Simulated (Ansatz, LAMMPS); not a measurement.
# Convergence of a linear-scaling basis for glassy 63SiO2-9CaO-11ZnO-11SrO-6Sc2O3 (mol %) (98 atoms), part 3 of 3

Wanted: errors and times of a linear-scaling basis for glassy 63SiO2-9CaO-11ZnO-11SrO-6Sc2O3 (mol %) (98 atoms). A setting counts as converged where the r.m.s. difference of forces stays under 1 % of the r.m.s. force.

Ansatz 0.2.0; Kohn-Sham DFT, PBE, PAW (set soft_2), plane waves.

The cell: 22 Si, 3 Ca, 4 Zn, 4 Sr, 4 Sc and 61 O. The quench rate of 25 K/ps far exceeds what a furnace or splat quench reaches. The network of bonds at the start is that of the classical potential that made the cell. Only the Γ point is sampled, in a cell whose shortest periodic width is 11 Å.

So far. Step 7 (Support functions medium, spacing 0.275 Å): Forces differ from the reference by 3.2 meV/Å r.m.s., 0.32 % of their size, within a tolerance of 1 %; the energy by -7.5 meV/atom. It took roughly 4.6 times the reference's time (one timing each, with unlike analyses asked), in 20 cycles against 10. The setting is coarser than the default on purpose.

## Step 11: Structure statistics

Bonds and neighbours are counted at the geometry of the runs.

Density 3.07 g/cm³, 13.81 Å³ an atom.

g(r), total and by pair (bins of 0.2 Å):

| r (Å) | total | O-O | O-Si | O-Sc | O-Sr | O-Zn | O-Ca |
| --- | --- | --- | --- | --- | --- | --- | --- |
| 1.50 | 1.50 | 0.00 | 5.40 | 0.00 | 0.00 | 0.00 | 0.00 |
| 1.70 | 2.31 | 0.00 | 8.23 | 0.00 | 0.00 | 0.00 | 0.00 |
| 1.90 | 0.21 | 0.00 | 0.00 | 0.00 | 0.00 | 4.11 | 0.00 |
| 2.10 | 0.65 | 0.00 | 0.00 | 8.76 | 0.00 | 4.08 | 0.00 |
| 2.30 | 0.15 | 0.00 | 0.00 | 0.84 | 0.39 | 0.00 | 2.19 |
| 2.50 | 1.33 | 2.41 | 0.00 | 0.38 | 2.39 | 0.67 | 5.75 |
| 2.70 | 1.37 | 3.00 | 0.05 | 0.00 | 3.07 | 0.29 | 0.00 |
| 2.90 | 0.65 | 1.07 | 0.09 | 0.26 | 0.78 | 0.26 | 0.68 |
| 3.10 | 0.89 | 1.08 | 0.29 | 0.00 | 0.00 | 0.92 | 0.32 |
| 3.30 | 0.92 | 0.82 | 0.77 | 0.21 | 0.61 | 0.61 | 0.28 |
| 3.50 | 1.10 | 0.97 | 1.13 | 0.90 | 1.44 | 1.10 | 0.23 |
| 3.70 | 0.98 | 0.79 | 1.52 | 0.64 | 0.32 | 0.31 | 0.44 |
| 3.90 | 1.06 | 0.61 | 1.81 | 0.71 | 0.43 | 1.89 | 0.57 |
| 4.10 | 1.12 | 0.70 | 1.62 | 1.58 | 1.44 | 1.16 | 1.57 |
| 4.30 | 1.20 | 0.81 | 1.57 | 2.38 | 0.96 | 1.44 | 1.45 |
| 4.50 | 0.94 | 0.84 | 0.92 | 1.08 | 0.98 | 1.53 | 1.73 |
| 4.70 | 1.11 | 1.27 | 0.78 | 1.80 | 1.40 | 0.80 | 1.86 |
| 4.90 | 0.97 | 1.09 | 0.80 | 0.83 | 1.10 | 1.09 | 1.48 |
| 5.10 | 1.03 | 1.27 | 0.65 | 0.51 | 1.60 | 0.85 | 0.90 |
| 5.30 | 1.05 | 1.46 | 0.81 | 0.71 | 0.94 | 0.95 | 0.32 |

Bonds by pair of elements; cutoffs follow the first minimum of g(r), held within bounds set by covalent radii, and pairs that aren't listed don't count as bonded:

| pair A-B | cutoff (Å) | bonds | mean length (Å) | spread (Å) | shortest (Å) | B about A | A about B |
| --- | --- | --- | --- | --- | --- | --- | --- |
| O-Si | 2.08 | 88 | 1.61 | 0.037 | 1.52 | 1.44 | 4 |
| O-Sc | 2.76 | 20 | 2.11 | 0.109 | 2.00 | 0.328 | 5 |
| O-Sr | 3.12 | 21 | 2.65 | 0.133 | 2.38 | 0.344 | 5.25 |
| O-Zn | 2.38 | 15 | 2.01 | 0.076 | 1.90 | 0.246 | 3.75 |
| O-Ca | 2.83 | 16 | 2.45 | 0.081 | 2.24 | 0.262 | 5.33 |

How many atoms have how many bonded neighbours:

| element | mean | 2 | 3 | 4 | 5 | 6 | 7 |
| --- | --- | --- | --- | --- | --- | --- | --- |
| Ca | 5.33 | 0 | 0 | 0 | 2 | 1 | 0 |
| O | 2.62 | 28 | 28 | 5 | 0 | 0 | 0 |
| Sc | 5 | 0 | 0 | 1 | 2 | 1 | 0 |
| Si | 4 | 0 | 0 | 22 | 0 | 0 | 0 |
| Sr | 5.25 | 0 | 0 | 2 | 0 | 1 | 1 |
| Zn | 3.75 | 0 | 1 | 3 | 0 | 0 | 0 |

Oxygen atoms by the number of network formers (Si, P, Ge, B, Al, As, Ga) bound to them:

| network formers bound to O | O atoms | per cent |
| --- | --- | --- |
| 0 | 2 | 3.3 |
| 1 | 30 | 49.2 |
| 2 | 29 | 47.5 |

Network units: each former by its oxygen neighbours and how many of them bridge to another former:

| former | O neighbours | bridging O | atoms |
| --- | --- | --- | --- |
| Si | 4 | 1 | 1 |
| Si | 4 | 2 | 8 |
| Si | 4 | 3 | 11 |
| Si | 4 | 4 | 2 |

Rings of the network by King's shortest-path rule, up to 12 atoms, one path for each pair of neighbours; H, halogens, alkali and alkaline-earth atoms are left out:

| ring size (atoms) | rings | per network atom |
| --- | --- | --- |
| 4 | 3 | 0.033 |
| 6 | 6 | 0.066 |
| 8 | 8 | 0.088 |
| 10 | 23 | 0.253 |
| 12 | 16 | 0.176 |

First main peaks of g(r), for some of the pairs, lie near 2.6 Å (O-O), 1.6 Å (O-Si), 2.1 Å (O-Sc), 2.6 Å (O-Sr), 2.0 Å (O-Zn) and 2.5 Å (O-Ca). By these cutoffs 67 % of Ca atoms have 5, 46 % of O atoms have 2 and as many 3, 50 % of Sc atoms have 5 and all Si atoms have 4 bonded neighbours. 48 % of the oxygens bridge two formers and 49 % are non-bridging; 3 % join none. The commonest Si unit has 4 oxygens, 3 of them shared with other formers (11 of 22 atoms). Rings of 10 atoms are the most common (41 % of those counted); sizes run from 4 to 12, where the search stops.

Local excerpt of 14 atoms (numbers count through the whole input) about O82, which bears the longest force; x, y, z are measured from there.

| atom | x | y | z | distance (Å) | bonds | Löwdin charge (e) | Fx | Fy | Fz (eV/Å) |
| --- | --- | --- | --- | --- | --- | --- | --- | --- | --- |
| O82 | 0.00 | 0.00 | 0.00 | 0.00 | 2 | -0.99 | 0.97 | -3.35 | -1.11 |
| Si5 | -0.47 | 1.21 | 0.78 | 1.52 | 4 | 1.69 | -0.59 | 1.49 | 0.67 |
| Ca25 | 0.78 | -2.09 | 0.10 | 2.24 | 6 | 1.77 | 0.20 | 1.03 | -0.52 |
| O51 | -0.31 | 2.52 | -0.14 | 2.54 | 2 | -0.78 | 0.28 | 1.90 | -2.17 |
| O58 | 0.43 | 1.39 | 2.16 | 2.60 | 3 | -0.85 | 0.65 | -1.21 | 0.24 |
| O63 | -2.03 | 1.17 | 1.38 | 2.72 | 2 | -0.80 | -0.12 | -1.17 | 0.17 |
| O90 | 0.59 | -1.46 | -2.34 | 2.82 | 3 | -0.84 | 0.17 | 0.34 | 2.53 |
| O41 | -1.27 | -2.42 | 1.52 | 3.13 | 3 | -0.85 | 2.96 | -0.01 | 0.07 |
| Si17 | 1.14 | -0.07 | -2.97 | 3.18 | 4 | 1.66 | 0.23 | -0.06 | -0.96 |
| O52 | 0.25 | 1.24 | -2.96 | 3.22 | 3 | -0.87 | -1.43 | 1.76 | -0.14 |
| O43 | 2.57 | 0.38 | -2.32 | 3.49 | 2 | -0.81 | 0.20 | -1.35 | -0.04 |
| O85 | 1.53 | -2.13 | 2.46 | 3.60 | 4 | -0.94 | -2.08 | 0.39 | -0.20 |
| Sc34 | 0.24 | 3.08 | -2.00 | 3.69 | 5 | 1.32 | -0.69 | -0.70 | 2.01 |
| O69 | -3.40 | -1.45 | 0.22 | 3.70 | 2 | -0.81 | 0.73 | 1.37 | 0.21 |

## Step 12: Results

```
free energy per atom                             : -919.9928 eV/atom
pressure                                         : 4.378 GPa
r.m.s. force component                           : 1.006 eV/Å
gap (highest filled to lowest empty level) : 2.616 eV
wall time of the 6 DFT runs                      : 9.5 min
```

In words: Against plane waves at 420 eV, the forces differ by 0.81 meV/Å (0.081 %) with support functions medium. At 98 atoms the fastest of the runs at a preset level, support functions low, takes roughly 4.8 times the time of plane waves (whose run also made extra analyses), in 16 SCF cycles against 10. Differences between support functions and plane waves include what basis error the plane-wave run still has.

Between filled and empty levels lie 2.62 eV (at Γ alone); a semilocal functional tends to put such gaps too low. In a disordered cell it changes from sample to sample, and tail or defect levels can set it. Counting bonds as in the table, 67 % of Ca atoms have 5, 46 % of O atoms have 2 and as many 3, 50 % of Sc atoms have 5 and all Si atoms have 4 bonded neighbours. 48 % of the oxygens bridge two formers and 49 % are non-bridging; 3 % join none.

**Limits.** The geometry was minimised with a classical potential and isn't relaxed at this level: its force components are 1.0 eV/Å r.m.s. The pressure of 4.4 GPa belongs to unrelaxed atoms and would change as they relax.

[Long decimals in the printed logs are rounded to 6 places.]

[Logs are printed without paths, hosts, clocks, repeated set-up lines and the standing remarks that a program may print on its own settings, such as how far it seeks lower states.]

[Hosts, paths, dates, database ids (printed as entryN), source tags and the programs' standing remarks are cut or masked in the printed files.]
